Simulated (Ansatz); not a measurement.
# (AlAs)1(GaAs)2 [001] superlattice, started as zinc blende: from the cell to its phonons, part 3 of 3

How does (AlAs)1(GaAs)2 [001] superlattice, started as zinc blende vibrate, and is this structure a minimum?

Ansatz 0.2.0; DFT LDA, scalar-relativistic, plane waves, PAW.

So far. Step 3 (Tight relaxation): The largest force component left is 0.23 meV/Å and the pressure is 0.000 GPa, within the tolerances set. The cell now holds 22.10 Å³/atom. The relaxed cell has a = 3.970, c = 16.822 Å (conventional setting).

The structure was built from a prototype and need not be the compound's stable phase.

### Step 4. Modes at Γ

The zone centre is the only wavevector solved here; it holds the modes that light can see, as far as symmetry allows. The response to a homogeneous field gives the Born charges and the dielectric tensor, and its change with displacement the Raman tensors.

The input, input.yaml:

```yaml
crystal:
  lattice:
    - [2.8075638446, 2.8075638446, 0.0]
    - [-2.8075638446, 2.8075638446, 0.0]
    - [2.8075638446, 0.0, 8.4109749962]
  atoms:
    - { symbol: Al, position: [0.0, 0.0, 0.0] }
    - { symbol: As, position: [0.4164115222, 0.0835884778, 0.1671769556] }
    - { symbol: As, position: [0.75, 0.75, 0.5] }
    - { symbol: As, position: [0.0835884778, 0.4164115222, 0.8328230444] }
    - { symbol: Ga, position: [0.3330437969, 0.6669562031, 0.3339124062] }
    - { symbol: Ga, position: [0.6669562031, 0.3330437969, 0.6660875938] }
kpoints:
  mp_grid: { grid: [8, 8, 8] }
hamiltonian:
  xc: lda
scf:
  occupations: { method: fixed }
output:
  eigenvalues: true
phonons:
  method: dfpt
  dielectric: true
  rigid_motions: translations
  raman: true
```

Command:

```sh
$ ansatz run input.yaml --threads 4 --pin off --max-ram 14336MiB --backend cpu --events-out ev --progress --plain --runs-dir out
```

Numbers of over 12 decimals in the logs are rounded to 6 here.

Log:

```text
Warning: crystal.symmetry: narrowed to the stabiliser of the run's FFT grids — unitary ops 8 → 2. A phonons.method: dfpt run fills in the rows of the dynamical matrix that it does not solve by its symmetry operations, which is exact only for operations that map its FFT grids onto themselves: filled in by any other, the frequencies could depend on the order in which like atoms are typed, or, by more than the grids' own error, on where the crystal sits among the grids' points. Excluded: 6 operations. The run can therefore solve more perturbations, solve them on more k-points, or both, and cost more. [rest of the remark cut]
[...]
Crystal: 6 atoms, lattice volume = 132.598 Å³
Basis set: ecut = 420 eV, 2601 PW (Γ), exchange–correlation on 54×54×120 points (8 copies of the dense FFT grid, shifted against one another)
Bands: 45, of which v1, the nominal top of the filled ones, is band 37 counted from 1 (36 counted from 0)
Symmetry: 8 space group operations
k-points: 260 of 512 (irreducible under 1 space group operation, time reversal used)
[...]
SCF iter   1: F=—  HF=-22250.072630 eV  |F-HF|=—  |Δ(HF+E_count)|=         —  Δρ=4.79e-3  dr2=2.29e-2  ethr=1.77e-3  ⟨swp⟩=4.9  Hψ=37571  notcnv=0  defer=1432
[...]
SCF iter  10: F=-22250.063269 eV  HF=-22250.063269 eV  |F-HF|=1.46e-11  |Δ(HF+E_count)|=  1.93e-10  Δρ=2.03e-7  dr2=4.35e-11  ethr=1.00e-12  ⟨swp⟩=10.5  Hψ=80231  notcnv=0
SCF 1 converged in 10 iterations: F = -22250.063269 eV  dr2 = 4.35e-11
[...]
NSCF: frozen V_eff on 3 k-points
DFPT response loops at Γ: preconditioner auto → Resta (q_TF=auto, 2.476 Å⁻¹)  ε∞=8.2 (no band partly filled); β = 1.00, the filter's whole step (`scf.mixing.beta` (0.50) is not read by the response loops at its default; to damp them type it under 1.00, their step now; it binds the ground state too); Broyden in place of MSR1
── the response to a field inside a basis, on 10×10×8 k-points: an SCF that follows is theirs, and a resumed run solves both again ──
Bands: 38, of which v1, the nominal top of the filled ones, is band 37 counted from 1 (36 counted from 0)
k-points: 220
[...]
Eigensolver: Dense (220 Hₖ)
SCF iter   1: F=—  HF=-22249.991832 eV  |F-HF|=—  |Δ(HF+E_count)|=         —  Δρ=2.41e-4  dr2=4.61e-5  ethr=1.00e-1
[...]
SCF iter   8: F=-22249.991835 eV  HF=-22249.991835 eV  |F-HF|=0.00e0  |Δ(HF+E_count)|=  6.91e-11  Δρ=7.76e-8  dr2=1.39e-11  ethr=1.00e-12
SCF 1 converged in 8 iterations: F = -22249.991835 eV  dr2 = 1.39e-11
[...]
WARN: field response: ε∞ stands inside a basis, on 10×10×8 points; the force constants stand on the 8×8×8 k-mesh, whose period is 8.27 times the interband length at k = (0.0000, 0.0000, 0.0000), direct gap 0.889 eV, under 14: take them and everything formed from them as unconverged, and compare with a denser kpoints.mp_grid
SCF converged after 10 iterations
Free energy (F): -22250.063269 eV
[...]
Internal energy: -22250.063269 eV  (E = F + TS)
E sigma→0 (E₀):  -22250.063269 eV
Fermi energy:    7.580661 eV
[...]
--- Band table (eV; the first three rows and the last of 260) ---
  k-point 0: bands = [... 33 lower, 5.4970, 7.5617, 7.5807, 7.5807, 8.4696, 9.0617, 9.3982, 10.2226, ... 4 higher]
  k-point 1: bands = [... 33 lower, 5.6787, 7.1588, 7.4957, 7.4957, 8.8432, 9.0016, 9.5143, 9.9527, ... 4 higher]
  k-point 2: bands = [... 33 lower, 5.9527, 6.4986, 7.2710, 7.2710, 8.9253, 9.3460, 9.5723, 10.0141, ... 4 higher]
  k-point 259: bands = [... 33 lower, 4.4261, 4.4590, 5.0035, 5.0052, 8.8827, 9.2901, 10.5887, 10.9009, ... 4 higher]
--- Phonons (Γ-DFPT): 12 representative perturbations + reference, on 260 of 512 k-points (Σ response iterations 44) ---
  ASR residual: 1.671e-4 → 0.000e0 eV/Å²; symmetrization residual: 1.254e-5 eV/Å²
  The last average, over the group as it would stand without the narrowing to the FFT grids, took up to 2.087e-5 eV/Å² of the zone centre's force constants
  ASR residual per site (eV/Å²): 2.99e-5 7.54e-5 1.67e-4 7.54e-5 1.64e-5 1.64e-5
  Γ frequencies (cm⁻¹): 0.00 0.00 0.00 74.25 74.25 83.58 83.58 165.33 183.49 249.81 249.81 260.24 260.24 264.17 267.09 352.42 352.42 379.39
  ε∞ (high-frequency dielectric tensor):
       12.121178    -0.000000    -0.000000
       -0.000000    12.121178     0.000000
       -0.000000     0.000000    12.048812
  ε⁰ (static dielectric tensor: ions relaxed, cell fixed):
       14.009925    -0.000000    -0.000000
       -0.000000    14.009925     0.000000
       -0.000000     0.000000    13.986530
  ε⁰ − ε∞ (ionic part):
        1.888747     0.000000     0.000000
        0.000000     1.888747    -0.000000
        0.000000    -0.000000     1.937718
  softest optical mode at Γ: 74.25 cm⁻¹; the repairs (sum rule, projections) moved no ω² at Γ by more than (2.59 cm⁻¹)²
  Born effective charges Z* (e; rows j = field, columns β = displacement):
    site 0:
         1.97714   -0.00000   -0.00000
        -0.00000    1.97714    0.00000
        -0.00000    0.00000    2.23317
    site 1:
        -2.11793    0.02915    0.00000
         0.02915   -2.11793    0.00000
         0.00000    0.00000   -2.23212
    site 2:
        -1.99549   -0.00000    0.00000
        -0.00000   -1.99549   -0.00000
         0.00000   -0.00000   -1.87202
    site 3:
        -2.11793   -0.02915    0.00000
        -0.02915   -2.11793    0.00000
         0.00000    0.00000   -2.23212
    site 4:
         2.12710    0.02443   -0.00000
         0.02443    2.12710   -0.00000
        -0.00000   -0.00000    2.05155
    site 5:
         2.12710   -0.02443   -0.00000
        -0.02443    2.12710   -0.00000
        -0.00000   -0.00000    2.05155
  Z* charge neutrality: 1.402e-2 e pre-enforcement
  solved inside a basis spanned on kpoints, on 10×10×8 k-points transformed towards the longest dipole: ε∞ is read to err by 5.7e-2, Z* by 2.1e-2 e (field_mesh: kpoints solves on kpoints); Z* is corrected for what the basis lacks
  Raman tensors (in the event stream and the table raman_tensors.tsv): an entry may err by 2.2e0 Å², one of the second-order susceptibility by 1.7e1 pm/V (basis, points and sum rule); their sum over the sites missed zero by 8.793e-4 Å² ahead of its enforcement
  optical modes at Γ without the LO–TO term, one row a degenerate level:
      ω (cm⁻¹)  modes    IR ((D/Å)²/amu)  static Raman (Å⁴/amu)  depolarisation
         74.25      2             0.0094                10.7067           0.750
         83.58      2             0.0412                 7.9088           0.750
        165.33      1             0.0000                41.2453           0.015
        183.49      1             0.2136                 3.9383           0.750
        249.81      2             1.3713               413.6667           0.750
        260.24      2             7.5124               986.9204           0.750
        264.17      1             0.0000                 6.7836           0.023
        267.09      1             5.3478               670.8790           0.750
        352.42      2            11.7186               790.3417           0.750
        379.39      1             5.6357               239.6860           0.750
  optical modes at Γ + LO–TO along q̂ = [1.0000, 0.0000, 0.0000]:
      ω (cm⁻¹)  modes    IR ((D/Å)²/amu)  static Raman (Å⁴/amu)  depolarisation
         74.25      1             0.0047                 5.3534           0.750
         74.28      1             0.0034                 6.2338           0.750
         83.58      1             0.0206                 3.9544           0.750
         83.73      1             0.0153                 2.6174           0.750
        165.33      1             0.0000                41.2453           0.015
        183.49      1             0.2136                 3.9383           0.750
        249.81      1             0.6856               206.8333           0.750
        250.66      1             0.1432               121.7274           0.750
        260.24      1             3.7562               493.4602           0.750
        264.17      1             0.0000                 6.7836           0.023
        267.09      1             5.3478               670.8790           0.750
        269.13      1             3.1805               930.8108           0.750
        352.42      1             5.8593               395.1708           0.750
        364.34      1             6.9841              1218.0778           0.750
        379.39      1             5.6357               239.6860           0.750
  optical modes at Γ + LO–TO along q̂ = [0.0000, 1.0000, 0.0000]:
      ω (cm⁻¹)  modes    IR ((D/Å)²/amu)  static Raman (Å⁴/amu)  depolarisation
         74.25      1             0.0047                 5.3534           0.750
         74.28      1             0.0034                 6.2338           0.750
         83.58      1             0.0206                 3.9544           0.750
         83.73      1             0.0153                 2.6174           0.750
        165.33      1             0.0000                41.2453           0.015
        183.49      1             0.2136                 3.9383           0.750
        249.81      1             0.6856               206.8333           0.750
        250.66      1             0.1432               121.7274           0.750
        260.24      1             3.7562               493.4602           0.750
        264.17      1             0.0000                 6.7836           0.023
        267.09      1             5.3478               670.8790           0.750
        269.13      1             3.1805               930.8108           0.750
        352.42      1             5.8593               395.1708           0.750
        364.34      1             6.9841              1218.0778           0.750
        379.39      1             5.6357               239.6860           0.750
  optical modes at Γ + LO–TO along q̂ = [0.0000, 0.0000, 1.0000]:
      ω (cm⁻¹)  modes    IR ((D/Å)²/amu)  static Raman (Å⁴/amu)  depolarisation
         74.25      2             0.0094                10.7067           0.750
         83.58      2             0.0412                 7.9088           0.750
        165.33      1             0.0000                41.2453           0.015
        184.11      1             0.1346                 7.5364           0.750
        249.81      2             1.3713               413.6667           0.750
        260.24      2             7.5124               986.9204           0.750
        264.17      1             0.0000                 6.7836           0.023
        278.90      1             4.3150              1152.8763           0.750
        352.42      2            11.7186               790.3417           0.750
        390.14      1             6.7475               905.9037           0.750
```

It took 51 min on 4 threads of Arm Neoverse V1, shared host; peak memory 6.2 GiB; 3.4 h of CPU time.

Reading the cycles: dr2 is the Hartree energy of the density residual (eV), the measure of convergence; HF is the Harris–Foulkes estimate of the energy, which meets the free energy F at convergence.

This step gave:

```
sum-rule residual before enforcement                    : 1.67e-4 eV/Å²
miss of the charge sum rule                             : 0.01402 e
estimated error of the dielectric tensor                : 0.05708
estimated error of the Born charges                     : 0.02076 e
point group                                             : -42m
highest optical mode at the zone centre (no LO-TO term) : 379.4 cm⁻¹
lowest optical zone-centre mode                         : 74.25 cm⁻¹
mean high-frequency dielectric constant                 : 12.10
largest Born charge (third of the trace)                : -2.156 e
mean static dielectric constant                         : 14.00
top of the zone-centre spectrum with the field          : 390.1 cm⁻¹
```

Without the LO-TO term. Patterns of degenerate modes are one choice out of their space. Modes at Γ, with each element's share of the kinetic energy:

```
mode  frequency (cm⁻¹)  symmetry  Al %  As %  Ga %
   1               0.0  acoustic     7    57    36
   2               0.0  acoustic     7    57    36
   3               0.0  acoustic     7    57    36
   4              74.2         E     0    44    56
   5              74.2         E     0    44    56
   6              83.6         E    20    65    15
   7              83.6         E    20    65    15
   8             165.3        A1     0    58    42
   9             183.5        B2     8    81    11
  10             249.8         E     0    55    45
  11             249.8         E     0    55    45
  12             260.2         E     1    51    48
  13             260.2         E     1    51    48
  14             264.2        A1     0    42    58
  15             267.1        B2     0    47    53
  16             352.4         E    72    27     1
  17             352.4         E    72    27     1
  18             379.4        B2    85    14     0
```

Displacements in mode 4 (74.2 cm⁻¹), the largest set to 1:
```
Al1  0.00 -0.01  0.00
As2  0.48 -0.41  0.00
As3  0.01  0.82  0.00
As4 -0.49 -0.42  0.00
Ga5  1.00  0.02  0.00
Ga6 -1.00  0.00  0.00
```

Displacements in mode 13 (260.2 cm⁻¹), the largest set to 1:
```
Al1  0.18  0.00  0.00
As2  0.12 -0.21  0.00
As3  1.00  0.01  0.00
As4  0.12  0.21  0.00
Ga5 -0.70 -0.28  0.00
Ga6 -0.70  0.26  0.00
```

Optical modes at the zone centre, without and with the macroscopic field of the longitudinal modes; each column is sorted by frequency, so a row need not hold one and the same mode. Modes with and without the field, by row:

```
rank among optical modes  no field (cm⁻¹)  q along (1, 0, 0) (cm⁻¹)  q along (0, 0, 1) (cm⁻¹)
                       1             74.2                      74.2                      74.2
                       2             74.2                      74.3                      74.2
                       3             83.6                      83.6                      83.6
                       4             83.6                      83.7                      83.6
                       5            165.3                     165.3                     165.3
                       6            183.5                     183.5                     184.1
                       7            249.8                     249.8                     249.8
                       8            249.8                     250.7                     249.8
                       9            260.2                     260.2                     260.2
                      10            260.2                     264.2                     260.2
                      11            264.2                     267.1                     264.2
                      12            267.1                     269.1                     278.9
                      13            352.4                     352.4                     352.4
                      14            352.4                     364.3                     352.4
                      15            379.4                     379.4                     390.1
```

Born charge (rows field, columns displacement) (e), principal values of the symmetric part by kind of site:

```
atom  atoms with these values    low  middle   high   mean
 Al1                        1   1.98    1.98   2.23   2.06
 As2                        2  -2.23   -2.15  -2.09  -2.16
 As3                        1  -2.00   -2.00  -1.87  -1.95
 Ga5                        2   2.05    2.10   2.15   2.10
```

In full for Al1:

```
1.98 0.00 0.00
0.00 1.98 0.00
0.00 0.00 2.23
```

High-frequency dielectric tensor:

```
12.12  0.00  0.00
 0.00 12.12  0.00
 0.00  0.00 12.05
```

Static dielectric tensor (ions relaxed, fixed cell):

```
14.01  0.00  0.00
 0.00 14.01  0.00
 0.00  0.00 13.99
```

Transverse modes. Infrared lines, with heights relative to the strongest:

```csv
position (cm⁻¹),label,relative intensity
74,E,0.1
84,E,0.4
165,A1,0.0
184,B2,1.8
250,E,12
260,E,64
264,A1,0.0
267,B2,46
352,E,100
379,B2,48
```

Activity x (w_L - w)^4 (n + 1)/w, 532 nm, 300 K; the tensors are static ones, while 532 nm light lies above the computed direct gap, where resonance would change the heights; modes without the macroscopic field alone. Lines of the Raman spectrum (strongest = 100):

```csv
position (cm⁻¹),label,relative intensity
74,E,9.4
84,E,5.6
165,A1,8.7
184,B2,0.7
250,E,45
260,E,100
264,A1,0.7
267,B2,65
352,E,51
379,B2,14
```

Static second-order susceptibility (pm/V), twice the coefficient d of second-harmonic generation. Second order susceptibility, by row:

```
field along  xx  yy  zz     yz     xz     xy
          x   0   0   0  204.2      0      0
          y   0   0   0      0  204.2      0
          z   0   0   0      0      0  204.2
```

Before it was imposed, the acoustic sum rule was missed by 1.7e-4 eV/Å² and the charge sum rule by 0.014 e. Small misses are needed for a sound result but don't prove that mesh and cutoff are converged. The lowest optical mode is real, 74.2 cm⁻¹.

The log warns of the k mesh: “the force constants stand on the 8×8×8 k-mesh, whose period is 8.27 times the interband length at k = (0.0000, 0.0000, 0.0000), direct gap 0.889 eV, under 14: take them and everything formed from them as unconverged”.

### Step 5. Another isotope

An isotope changes the mass and not the force constants, so no new electronic calculation is needed; the shifts show which modes move this element.

The same force constants with the mass of Ga changed from 69.723 to 70.925 u (phonopy, no LO-TO term). Both lists are sorted by frequency; levels can cross, so a row need not hold one and the same mode. Modes under 3 cm⁻¹ are left out. Isotope shifts, by row:

```
    q  rank  natural mass (cm⁻¹)  changed mass (cm⁻¹)
0 0 0     4                74.25                73.89
0 0 0     5                74.25                73.89
0 0 0     6                83.58                83.48
0 0 0     7                83.58                83.48
0 0 0     8                165.3                164.7
0 0 0     9                183.5                183.3
0 0 0    10                249.8                248.8
0 0 0    11                249.8                248.8
0 0 0    12                260.2                259.2
0 0 0    13                260.2                259.2
0 0 0    14                264.2                262.9
0 0 0    15                267.1                265.9
0 0 0    16                352.4                352.4
0 0 0    17                352.4                352.4
0 0 0    18                379.4                379.4
```

A mode of this element alone would shift by -0.85 %. The highest zone-centre frequency without the field goes from 379.4 to 379.4 cm⁻¹ (-0.0 %). The product of the frequency ratios over all optical modes at Γ is 0.959; the product rule, (m/m′)^(3k/2) (M′/M)^(3/2) with k = 2 such atoms and M the mass of the cell, gives 0.959.

### Step 6. Outcome

```json
{
 "space group after relaxation (within 0.01 Å)": "I-4m2",
 "volume per atom": "22.1 Å³",
 "gap on the k-mesh": "0.889 eV",
 "highest optical mode at the zone centre (no LO-TO term)": "379 cm⁻¹",
 "top of the zone-centre spectrum with the field": "390 cm⁻¹",
 "lowest optical zone-centre mode": "74.2 cm⁻¹",
 "mean high-frequency dielectric constant": "12.1",
 "mean static dielectric constant": "14.0",
 "largest Born charge (third of the trace)": "-2.16 e",
 "imaginary modes at Γ (the only wavevector solved)": "none"
}
```

**Reading.** The structure is stable against zone-centre distortions, since no mode there is imaginary; other wavevectors were not solved, so zone-boundary instabilities are untested. Without the field, the optical modes at Γ span 74 to 379 cm⁻¹. No dispersion was computed. The highest mode in this list at Γ, 379.4 cm⁻¹, is mostly motion of Al (85 % of the kinetic energy). With the macroscopic field of the longitudinal modes the top of the zone-centre spectrum lies at 390 cm⁻¹, against 379 cm⁻¹ without it. Lattice motion raises the mean dielectric constant from 12.10 to 14.00. The strongest infrared line is at 352 cm⁻¹. Averaged over orientations, the strongest Raman line at 532 nm and 300 K is at 260 cm⁻¹, among the modes without the field; their longitudinal partners can be Raman active too. The tensors are the static, non-resonant ones, while 532 nm light (2.33 eV) lies above the computed gap. With the field response the log warns that the k mesh is coarse for the force constants too, so the frequencies may not be converged. The starting cell was built on a prototype and not taken from a measurement, so the phase need not exist. These are harmonic frequencies at zero temperature: anharmonic shifts, linewidths and thermal expansion are left out.

[Logs are printed without paths, hosts, clocks, repeated set-up lines and the standing remarks that a program may print on its own settings, such as how far it seeks lower states.]

[Hosts, paths, dates, database ids (printed as entryN), source tags and the programs' standing remarks are cut or masked in the printed files.]
